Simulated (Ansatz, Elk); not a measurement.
# Bonding as seen by X-rays: K2Li, part 2 of 2

The structure of K2Li used here is made up (a known structure type with other elements) and was relaxed beforehand with PBEsol. The aim is the Fourier transform of its all-electron density, F(hkl), set beside the sum over free spherical atoms that refinements use.

Elk 11.2.3 (patched build); all-electron DFT.

So far: Starting point; Ground state and structure factors; The highest occupied states alone.

The structure was built from a prototype and need not be the compound's stable phase.

## Step 4: Another functional

Level of this step: DFT, LDA (Perdew-Wang), all-electron APW+lo, Dirac cores, scalar-relativistic bands, static density, no spin (Elk).

The difference from free atoms is small, so it is set against the change that LDA (Perdew-Wang) makes.

File elk.in:

```
tasks
  0
  195

xctype
  3

spinpol
  .false.

rgkmax
  7.0

gmaxvr
  14.0

lmaxo
  7

lmaxapw
  8

swidth
  0.002

tshift
  .false.

ramdisk
  .false.

hmaxvr
  5.5

maxscl
  120

epspot
  1e-06

sppath
  './'

avec
  4.01282401418 2.31680502450 19.15765910723
  -4.01282401418 2.31680502450 19.15765910723
  0.00000000000 -4.63361004990 19.15765910712

atoms
  2
  'K.in'
  2
  0.7684797487 0.7684797487 0.7684797487   0.000000 0.000000 0.000000
  0.2315202513 0.2315202513 0.2315202513   0.000000 0.000000 0.000000
  'Li.in'
  1
  0.0000000000 0.0000000000 0.0000000000   0.000000 0.000000 0.000000

ngridk
  6 6 6
```

Started as:

```bash
OMP_NUM_THREADS=4 elk
```

Numbers of over 12 decimals in the logs are rounded to 6 here.

The program printed:

```text
┌─────────────────────────┐
│ Elk code version 11.2.3 │
└─────────────────────────┘

All units are atomic (Hartree, Bohr, etc.)

┌─────────────────────────────────────────────────┐
│ Ground-state run starting from atomic densities │
└─────────────────────────────────────────────────┘

Lattice vectors :
   4.012824014       2.316805024       19.15765911
  -4.012824014       2.316805024       19.15765911
   0.000000000      -4.633610050       19.15765911

Reciprocal lattice vectors :
  0.7828882210      0.4520007251      0.1093241659
[...]
interstitial                :    3.804448855
 muffin-tins (core leakage)
  species : 1 (K)
   atom 1                    :    17.56707223     ( -0.3353691444E-05)
   atom 2                    :    17.56707223     ( -0.3353691444E-05)
  species : 2 (Li)
   atom 1                    :    2.061406689     (   0.000000000    )
 total in muffin-tins        :    37.19555114
 total calculated charge     :    41.00000373
 total charge                :    41.00000000
 error                       :   0.3731814388E-05

┌──────────────────────────────┐
│ Self-consistent loop stopped │
└──────────────────────────────┘

Wrote STATE.OUT
[key lines of the parts left out:]
total energy                :     -1208.6000150068
```

The job ended after 35 s (4 threads of Arm Neoverse V1, shared host; peak memory 0.34 GiB; 76 s of CPU time).

Against the first run R = 0.12 %; the largest change is +0.045 at 006.

## Step 5: Basis size

A smaller basis shows how fast F responds to it; the change is likely larger than the basis error of the first run, but doesn't show convergence.

Changes to elk.in since step 4:

```diff
@@ -5,3 +5,3 @@
 xctype
-  3
+  20
 
@@ -11,3 +11,3 @@
 rgkmax
-  7.0
+  5.5
```

Started as:

```bash
OMP_NUM_THREADS=4 elk
```

The program printed:

```text
┌─────────────────────────┐
│ Elk code version 11.2.3 │
└─────────────────────────┘

All units are atomic (Hartree, Bohr, etc.)

┌─────────────────────────────────────────────────┐
│ Ground-state run starting from atomic densities │
└─────────────────────────────────────────────────┘

Lattice vectors :
   4.012824014       2.316805024       19.15765911
  -4.012824014       2.316805024       19.15765911
   0.000000000      -4.633610050       19.15765911

Reciprocal lattice vectors :
  0.7828882210      0.4520007251      0.1093241659
[...]
interstitial                :    3.812758671
 muffin-tins (core leakage)
  species : 1 (K)
   atom 1                    :    17.56250846     ( -0.1019266218E-06)
   atom 2                    :    17.56250846     ( -0.1019266218E-06)
  species : 2 (Li)
   atom 1                    :    2.062224413     (   0.000000000    )
 total in muffin-tins        :    37.18724133
 total calculated charge     :    41.00001898
 total charge                :    41.00000000
 error                       :   0.1897997859E-04

┌──────────────────────────────┐
│ Self-consistent loop stopped │
└──────────────────────────────┘

Wrote STATE.OUT
[key lines of the parts left out:]
total energy                :     -1211.7330517797
```

The job ended after 41 s (4 threads; peak memory 0.33 GiB; 66 s of CPU time).

Against the first run R = 0.03 %; the largest change is +0.012 at 300.

## Step 6: A coarser k-mesh

About half the k-points along each axis test the sampling.

Changes to elk.in since step 5:

```diff
@@ -11,3 +11,3 @@
 rgkmax
-  5.5
+  7.0
 
@@ -59,2 +59,2 @@
 ngridk
-  6 6 6
+  3 3 3
```

Started as:

```bash
OMP_NUM_THREADS=4 elk
```

The program printed:

```text
┌─────────────────────────┐
│ Elk code version 11.2.3 │
└─────────────────────────┘

All units are atomic (Hartree, Bohr, etc.)

┌─────────────────────────────────────────────────┐
│ Ground-state run starting from atomic densities │
└─────────────────────────────────────────────────┘

Lattice vectors :
   4.012824014       2.316805024       19.15765911
  -4.012824014       2.316805024       19.15765911
   0.000000000      -4.633610050       19.15765911

Reciprocal lattice vectors :
  0.7828882210      0.4520007251      0.1093241659
[...]
interstitial                :    3.780936276
 muffin-tins (core leakage)
  species : 1 (K)
   atom 1                    :    17.57868206     ( -0.1018043463E-06)
   atom 2                    :    17.57868206     ( -0.1018043463E-06)
  species : 2 (Li)
   atom 1                    :    2.061699609     (   0.000000000    )
 total in muffin-tins        :    37.21906372
 total calculated charge     :    40.99999324
 total charge                :    41.00000000
 error                       :   0.6760383762E-05

┌──────────────────────────────┐
│ Self-consistent loop stopped │
└──────────────────────────────┘

Wrote STATE.OUT
[key lines of the parts left out:]
total energy                :     -1211.7624988187
```

Elapsed: 42 s, on 4 threads; peak memory 0.43 GiB; 55 s of CPU time.

Against the first run R = 0.01 %; the largest change is +0.044 at 003.

## Step 7: Settings against the effect

| run | R against the first run (%) | R against neutral atoms, low angle (%) | wall time |
| --- | --- | --- | --- |
| PBE, rgkmax 7 | 0.00 | 0.20 | 57 s |
| LDA (Perdew-Wang) | 0.12 | 0.15 | 35 s |
| rgkmax 5.5 | 0.03 | 0.18 | 41 s |
| k-mesh 3×3×3 | 0.01 | 0.19 | 42 s |

## Step 8: Summary of results

| Item | Value |
| --- | --- |
| R against neutral atoms, sin θ/λ < 0.3 Å⁻¹ | 0.20 % |
| R against neutral atoms, 0.3 to 0.61 Å⁻¹ | 0.18 % |

In words: Independent neutral atoms miss the calculated amplitudes by R = 0.20 % below 0.3 Å⁻¹ and 0.18 % from there to 0.61 Å⁻¹; by shells, 0.23 % below 0.15 Å⁻¹ (5 forms), 0.19 % 0.15 to 0.3 (21 forms), 0.20 % 0.3 to 0.45 (41 forms), 0.18 % above 0.45 (82 forms). Bonding, aspherical density and the tables' own atoms all enter these figures, and the runs don't part them. The largest change of an amplitude is -0.09 electrons, at 006. The window's part falls from 3.0 electrons at the origin to at most 0.02 between 0.45 and 0.61 Å⁻¹. Below 0.3 Å⁻¹ the changes that finished (LDA (Perdew-Wang), rgkmax 5.5 and k-mesh 3×3×3) move F by R = 0.09 % at most, against the 0.20 % that separates it from free atoms, so the difference from free atoms is only partly resolved. A single amplitude moves by up to 0.04 electrons, against 0.09 for the largest difference from free atoms. Part of the difference isn't bonding: the tables are fits to free atoms and ions calculated by other methods than this functional. Thermal motion, anomalous dispersion and extinction are left out.

[Logs are printed without paths, hosts, clocks, repeated set-up lines and the standing remarks that a program may print on its own settings, such as how far it seeks lower states.]

[Hosts, paths, dates, database ids (printed as entryN), source tags and the programs' standing remarks are cut or masked in the printed files.]
